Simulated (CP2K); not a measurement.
Consider formylpyrazine at its PBE geometry (Å).

```xyz
12

O     3.0689    0.3035   -0.0504
C     2.1565   -0.4738   -0.3012
C     0.7125   -0.1575   -0.0945
C     0.2968    1.0903    0.3973
N    -0.9970    1.3885    0.5808
C    -1.8691    0.4152    0.2621
C    -1.4586   -0.8312   -0.2300
N    -0.1661   -1.1323   -0.4113
H     2.3386   -1.4949   -0.7108
H     1.0362    1.8556    0.6407
H    -2.9294    0.6390    0.4010
H    -2.1895   -1.6024   -0.4836
```

Method: CP2K XAS_TDP, all-electron GAPW, PBEh(45%), aug-cc-pVDZ, TDA, GW2X-corrected core level, no relativity.

Question: Where do the C K-edge lines lie, and how strong are they?

Leading lines: C2 288.03 eV, C3 286.78 eV, C4 286.98 eV, C6 286.95 eV and C7 287.35 eV. The leading line of an atom is its first one with 35 % of the strongest within 2.5 eV of its lowest line over the strength cut. Core ionisation energies at this level: C4 293.61, C6 293.63, C7 293.58, C2 295.69 and C3 293.32 eV.

The first six lines of each atom with a strength over 0.0015:

| atom | energy (eV) | states | strength, one atom | above the computed threshold |
| --- | --- | --- | --- | --- |
| C2 (bonded to C, O and H) | 288.03 | 1 | 0.0589 |  |
|  | 292.12 | 1 | 0.0026 |  |
|  | 293.19 | 1 | 0.0086 |  |
|  | 293.80 | 1 | 0.0150 |  |
|  | 294.56 | 1 | 0.0031 |  |
|  | 295.21 | 1 | 0.0041 |  |
| C3 (bonded to 2 C and N) | 286.78 | 1 | 0.0368 |  |
|  | 290.26 | 1 | 0.0211 |  |
|  | 292.42 | 1 | 0.0033 |  |
|  | 292.91 | 1 | 0.0017 |  |
|  | 292.95 | 1 | 0.0029 |  |
|  | 293.12 | 1 | 0.0023 |  |
| C4 (bonded to C, N and H) | 286.98 | 1 | 0.0550 |  |
|  | 291.82 | 1 | 0.0085 |  |
|  | 292.50 | 1 | 0.0069 |  |
|  | 292.88 | 1 | 0.0021 |  |
|  | 293.16 | 1 | 0.0028 |  |
|  | 293.71 | 1 | 0.0018 | yes |
| C6 (bonded to C, N and H) | 286.95 | 1 | 0.0511 |  |
|  | 289.11 | 1 | 0.0017 |  |
|  | 291.35 | 1 | 0.0134 |  |
|  | 291.75 | 1 | 0.0077 |  |
|  | 292.53 | 1 | 0.0038 |  |
|  | 293.03 | 1 | 0.0022 |  |
| C7 (bonded to C, N and H) | 287.35 | 1 | 0.0504 |  |
|  | 288.55 | 1 | 0.0028 |  |
|  | 291.28 | 1 | 0.0133 |  |
|  | 291.76 | 1 | 0.0055 |  |
|  | 292.47 | 1 | 0.0039 |  |
|  | 292.89 | 1 | 0.0040 |  |

Lines are vertical, at one geometry, with no vibrational structure. GW2X ionisation energies and lines can be off by 1 to 2 eV either way, and a good line position may hide errors that cancel. These values hold no scalar relativity, about 0.1 eV for C 1s. Rydberg lines, and the discretised continuum above threshold, depend on the basis and the box.

[Banner, clock and machine lines of the logs are left out without a mark of their own.]

[Logs are printed without paths, hosts, clocks, repeated set-up lines and the standing remarks that a program may print on its own settings, such as how far it seeks lower states.]

[Hosts, paths, dates, database ids (printed as entryN), source tags and the programs' standing remarks are cut or masked in the printed files.]
